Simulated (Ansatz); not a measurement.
# CoBiS3: relaxing a made-up structure, part 2 of 2

This structure for CoBiS3 is made up. Its elements were placed in a known structure type with a cell scaled to their sizes. What cell does the guess relax to, and how far off was it?

Ansatz 0.2.0; DFT, PBE, plane-wave PAW, default files, scalar-relativistic, ferromagnetic start, cell and ions relaxed at zero pressure (the session's first sound run).

So far: Starting point; Relaxing cell and atoms. The relaxed cell has a = 4.289, c = 5.583 Å (conventional setting).

### Step 3. Bands of the relaxed cell

A second self-consistent run takes a narrower smearing and the mesh shown in its input; the bands follow along the standard path of the relaxed lattice.

This step: DFT, PBE, plane-wave PAW, default files, scalar-relativistic, no spin, bands and density of states at the relaxed cell (Ansatz 0.2.0).

Input file input.yaml:

```yaml
crystal:
  lattice:
    - [4.2894616265, 0.0, 0.0]
    - [0.0, 4.2894616265, 0.0]
    - [0.0, 0.0, 5.5826866058]
  atoms:
    - { symbol: Bi, position: [0.0, 0.0, 0.0281960443] }
    - { symbol: Co, position: [0.5, 0.5, 0.5954289906] }
    - { symbol: S, position: [0.0, 0.5, 0.710830717] }
    - { symbol: S, position: [0.5, 0.5, 0.2063135312] }
    - { symbol: S, position: [0.5, 0.0, 0.710830717] }
kpoints:
  mp_grid: { grid: [8, 8, 6] }
  band_path:
    path:
      - [[0.0, 0.0, 0.0], [0.0, 0.5, 0.0], [0.5, 0.5, 0.0], [0.0, 0.0, 0.0], [0.0, 0.0, 0.5], [0.0, 0.5, 0.5], [0.5, 0.5, 0.5], [0.0, 0.0, 0.5]]
      - [[0.0, 0.5, 0.0], [0.0, 0.5, 0.5]]
      - [[0.5, 0.5, 0.0], [0.5, 0.5, 0.5]]
    npoints: 8
scf:
  occupations: { method: fermi_dirac, width: 0.03 }
  n_extra_bands: 9
hamiltonian:
  xc: pbe
  pseudopotentials: { kind: paw }
output:
  forces: true
  stress: true
  write_bands: true
  dos: { projected: true }
  write_density: true
  write_potential: true
  elf: true
  volumetric_format: npy
```

On the command line:

```
ansatz run input.yaml --threads 4 --pin off --max-ram 8192MiB --backend cpu --events-out ev --progress --plain --runs-dir out
```

Numbers of over 12 decimals in the logs are rounded to 6 here.

The program printed:

```text
[...]
Crystal: 5 atoms, lattice volume = 102.719 Å³
Basis set: ecut = 420 eV, 2011 PW (Γ), exchange–correlation on 60×60×80 points (8 copies of the dense FFT grid, shifted against one another)
Bands: 34, of which v1, the nominal top of the filled ones, is band 25 counted from 1 (24 counted from 0)
Symmetry: 8 space group operations
[...]
k-points: 60 of 384 (time reversal used)
[...]
SCF iter   1: F=—  HF=-20229.632474 eV  |F-HF|=—  |Δ(HF+E_count)|=         —  Δρ=6.69e-3  dr2=2.73e-2  ethr=1.77e-3  ⟨swp⟩=6.4  Hψ=9132  notcnv=0  defer=18
[...]
SCF iter   8: F=-20229.629515 eV  HF=-20229.629515 eV  |F-HF|=2.21e-8  |Δ(HF+E_count)|=   1.70e-7  Δρ=5.78e-6  dr2=3.93e-8  ethr=2.00e-10  ⟨swp⟩=14.7  Hψ=16204  notcnv=0
SCF 1 converged in 8 iterations: F = -20229.629515 eV  dr2 = 3.93e-8
[...]
NSCF: frozen V_eff on 75 k-points
SCF converged after 8 iterations
Free energy (F): -20229.629515 eV
[...]
Internal energy: -20229.618836 eV  (E = F + TS)
E sigma→0 (E₀):  -20229.624175 eV
Entropy (-TS):   -0.010679 eV (-2.136 meV/atom)
Fermi energy:    8.895114 eV
[...]
--- Forces (eV/Å), atoms counted from 1 ---
  atom   1  Bi     0.00000000     0.00000000     0.08296644
  atom   2  Co    -0.00000000     0.00000000     0.05607686
  atom   3  S     -0.00000000     0.00000000    -0.05636576
  atom   4  S     -0.00000000     0.00000000    -0.02642371
  atom   5  S      0.00000000     0.00000000    -0.05636576
  max |Σ_I F_I| component: 1.12e-4 eV/Å
--- Stress (GPa, compression-positive) ---
       -0.211621       0.000000       0.000000
        0.000000      -0.211621       0.000000
        0.000000       0.000000       0.110888
  P = ⅓ Tr σ = -0.1041 GPa (-1.041 kbar)
--- Band table (eV; the first three rows and the last of 60) ---
  k-point 0: bands = [... 21 lower, 7.7742, 7.7742, 8.8124, 8.8124, 9.2845, 9.2866, 10.5985, 11.9578, ... 5 higher]
  k-point 1: bands = [... 21 lower, 7.5957, 7.5957, 8.9154, 8.9154, 9.2687, 9.2767, 10.3687, 11.9923, ... 5 higher]
  k-point 2: bands = [... 21 lower, 7.2781, 7.2781, 9.0695, 9.0695, 9.2145, 9.2358, 9.8342, 12.0385, ... 5 higher]
  k-point 59: bands = [... 21 lower, 7.9523, 7.9523, 7.9958, 9.2118, 9.3567, 11.9860, 12.1126, 12.5949, ... 5 higher]
```

The job ended after 10 s (4 threads of Arm Neoverse V1, shared host; peak memory 0.68 GiB).

This step gave:

| Property | Result |
| --- | --- |
| free energy | -20229.6295 eV |
| energy at zero smearing | -20229.6242 eV |
| smearing term TS | 0.01068 eV |
| Fermi energy | 8.895 eV |
| pressure | -0.1041 GPa |

From bands.tsv, the bands that come nearest the Fermi level along the path, at its corners, in eV from the Fermi level:

```tsv
point	band 22	band 23	band 24	band 25	band 26	band 27	band 28	band 29
Γ	-1.12	-1.12	-0.08	-0.08	0.39	0.39	1.70	3.06
X	-1.19	-0.81	-0.77	-0.44	0.20	0.69	1.80	2.25
M	-1.29	-1.14	-0.62	-0.62	0.46	1.68	3.09	4.15
Γ	-1.12	-1.12	-0.08	-0.08	0.39	0.39	1.70	3.06
Z	-1.78	-1.68	0.20	0.24	0.24	0.33	0.71	3.16
R	-1.52	-0.90	-0.33	-0.09	0.09	0.54	1.92	2.83
A	-0.94	-0.94	-0.90	0.32	0.46	3.09	3.22	3.70
Z	-1.78	-1.68	0.20	0.24	0.24	0.33	0.71	3.16
X	-1.19	-0.81	-0.77	-0.44	0.20	0.69	1.80	2.25
R	-1.52	-0.90	-0.33	-0.09	0.09	0.54	1.92	2.83
M	-1.29	-1.14	-0.62	-0.62	0.46	1.68	3.09	4.15
A	-0.94	-0.94	-0.90	0.32	0.46	3.09	3.22	3.70
```

Counts of states for the cell as run, both spins, by energy window (eV from the Fermi level): Near the top, bands beyond those computed are missing, so counts there can be too low.

| from | to | total |
| --- | --- | --- |
| -8 | -7 | 0.00 |
| -7 | -6 | 0.46 |
| -6 | -5 | 2.67 |
| -5 | -4 | 3.16 |
| -4 | -3 | 3.92 |
| -3 | -2 | 5.24 |
| -2 | -1 | 3.98 |
| -1 | 0 | 4.68 |
| 0 | 1 | 2.51 |
| 1 | 2 | 1.79 |
| 2 | 3 | 3.12 |
| 3 | 4 | 2.43 |
| 4 | 5 | 0.11 |
| 5 | 6 | 0.99 |

Below -8 eV lie 26.0 more states.

Force by atom:

```
atom  x (eV/Å)  y (eV/Å)  z (eV/Å)    size
 Bi1    0.0000    0.0000    0.0830  0.0830
 Co2    0.0000    0.0000    0.0561  0.0561
  S3    0.0000    0.0000   -0.0564  0.0564
  S4    0.0000    0.0000   -0.0264  0.0264
  S5    0.0000    0.0000   -0.0564  0.0564
```

ELF in the ac plane at fractional y = 0.500, with atoms of Co and S within 0.2 Å of it. It is the smooth field of the valence electrons, not physical close to the nuclei.

Values, 18 rows by 14 columns, each cell a mean:
```
0.47 0.37 0.19 0.09 0.09 0.18 0.27 0.30 0.25 0.14 0.08 0.11 0.26 0.42
0.77 0.69 0.48 0.23 0.10 0.08 0.10 0.10 0.09 0.08 0.13 0.31 0.58 0.73
0.84 0.82 0.72 0.48 0.23 0.11 0.08 0.07 0.09 0.14 0.31 0.58 0.77 0.83
0.51 0.65 0.76 0.63 0.34 0.14 0.08 0.07 0.10 0.19 0.44 0.70 0.74 0.59
0.05 0.34 0.77 0.70 0.33 0.17 0.17 0.17 0.17 0.19 0.47 0.77 0.65 0.19
0.13 0.48 0.83 0.68 0.26 0.29 0.55 0.65 0.47 0.22 0.39 0.79 0.75 0.32
0.62 0.78 0.86 0.58 0.18 0.43 0.87 0.95 0.76 0.25 0.27 0.74 0.85 0.72
0.83 0.84 0.77 0.41 0.13 0.42 0.85 0.94 0.74 0.24 0.18 0.57 0.81 0.84
0.74 0.71 0.54 0.27 0.13 0.27 0.52 0.61 0.44 0.19 0.15 0.36 0.63 0.72
0.36 0.30 0.20 0.16 0.17 0.19 0.21 0.21 0.21 0.18 0.17 0.17 0.24 0.33
0.08 0.08 0.10 0.20 0.35 0.46 0.52 0.53 0.50 0.43 0.29 0.15 0.08 0.08
0.02 0.04 0.16 0.40 0.63 0.77 0.82 0.82 0.81 0.73 0.56 0.31 0.09 0.03
0.02 0.08 0.32 0.62 0.78 0.77 0.61 0.52 0.68 0.80 0.74 0.53 0.20 0.05
0.04 0.12 0.45 0.74 0.84 0.70 0.23 0.06 0.39 0.81 0.82 0.67 0.29 0.07
0.04 0.12 0.44 0.76 0.87 0.76 0.30 0.09 0.47 0.85 0.85 0.68 0.29 0.08
0.04 0.09 0.32 0.68 0.85 0.84 0.67 0.53 0.74 0.87 0.81 0.57 0.20 0.06
0.05 0.06 0.14 0.41 0.69 0.81 0.81 0.79 0.81 0.78 0.61 0.30 0.10 0.06
0.12 0.09 0.08 0.16 0.37 0.59 0.68 0.70 0.66 0.52 0.28 0.11 0.08 0.10
```
Columns run along a (4.3 Å), rows up along c (5.6 Å). Atoms in or near the plane, at fractional coordinates: Co at (0.50, 0.60), S at (0.00, 0.71), S at (0.50, 0.21).

Valence density in the ac plane at fractional y = 0.500, with atoms of Co and S within 0.2 Å of it. It is the smooth field of the valence electrons, not physical close to the nuclei.

Ten steps, logarithmic in the rise over the least value, from '0' (0 e/Å³) to '9' (39 e/Å³), each cell a mean:
```
00000000000000
11000000000011
22100000000112
22210000001122
12221123211222
12222467531222
22222589842222
22112589731112
11001367521011
00000122210000
00000122110000
00001222211000
00001222221000
00012221221000
00012221221000
00001222221000
00001122210000
00000011100000
```
Columns run along a (4.3 Å), rows up along c (5.6 Å). Atoms in or near the plane, at fractional coordinates: Co at (0.50, 0.60), S at (0.00, 0.71), S at (0.50, 0.21).

Electrostatic potential energy in the ac plane at fractional y = 0.500, with atoms of Co and S within 0.2 Å of it. With pseudopotentials it is smooth inside the atoms' cores, unlike the true potential.

Ten even steps from '_' (-45 eV) to '@' (13 eV), each cell a mean:
```
@@@@@@@@@@@@@@@@@@@@@@@@@@@@
%%%%@@@@@@@@@@@@@@@@@@@@@@%%
++**%%@@@@@@@@@@@@@@@@%%##++
::--++%%@@@@%%%%%%@@@@##==::
==::==##%%##++==**%%%%**----
==::==####--..__..++%%**----
::--**%%**..______--####++::
**##%%%%**..______--##%%%%**
%%@@@@@@##==..__..++%%@@@@@@
@@@@@@@@@@##**++**%%@@@@@@@@
@@@@@@@@@@%%%%##%%@@@@@@@@@@
@@@@@@@@@@##++++**%%@@@@@@@@
@@@@@@@@%%==::::--**%%@@@@@@
@@@@@@@@##----==--==%%@@@@@@
@@@@@@@@##----==--==%%@@@@@@
@@@@@@@@%%++::::--**%%@@@@@@
@@@@@@@@@@%%**++##%%@@@@@@@@
@@@@@@@@@@@@%%%%@@@@@@@@@@@@
```
Columns run along a (4.3 Å; values clipped at the 3rd and 97th percentile), rows up along c (5.6 Å). Atoms in or near the plane, at fractional coordinates: Co at (0.50, 0.60), S at (0.00, 0.71), S at (0.50, 0.21).

### Step 4. Outcome

```
space group, relaxed : P4mm
conventional cell    : a = 4.289, b = 4.289, c = 5.583 Å; α = 90.0°, β = 90.0°, γ = 90.0°
volume per atom      : 20.54 Å³ (guess 19.93)
total moment         : 0.00 μB in the cell of 5 atoms
```

CoBiS3 relaxes to P4mm with a = 4.289, b = 4.289 and c = 5.583 Å. The guessed volume was 3 % too small. The space group P4mm was held in the relaxation, so the end point is a stationary structure within it and may be a saddle against distortions or other arrangements. The moments died out from this one start and weren't seeded again at the relaxed cell. Bands cross the Fermi level, so it is a metal or semimetal at this level. On the 8×8×6 mesh with the narrower smearing (relaxed on 6×6×6) the largest force component is 0.083 eV/Å and the largest stress component is 0.212 GPa, against the relaxation's thresholds of 0.015 eV/Å and 0.05 GPa. The cutoff wasn't tested. A vector of the cell changed its length by 15 %, more than the volume shows. Spin-orbit coupling is left out, which can matter for elements this heavy. No dispersion term is used, so weakly bound directions may come out too long. Nothing here tests whether the compound is stable against decomposition.

[Logs are printed without paths, hosts, clocks, repeated set-up lines and the standing remarks that a program may print on its own settings, such as how far it seeks lower states.]

[Hosts, paths, dates, database ids (printed as entryN), source tags and the programs' standing remarks are cut or masked in the printed files.]
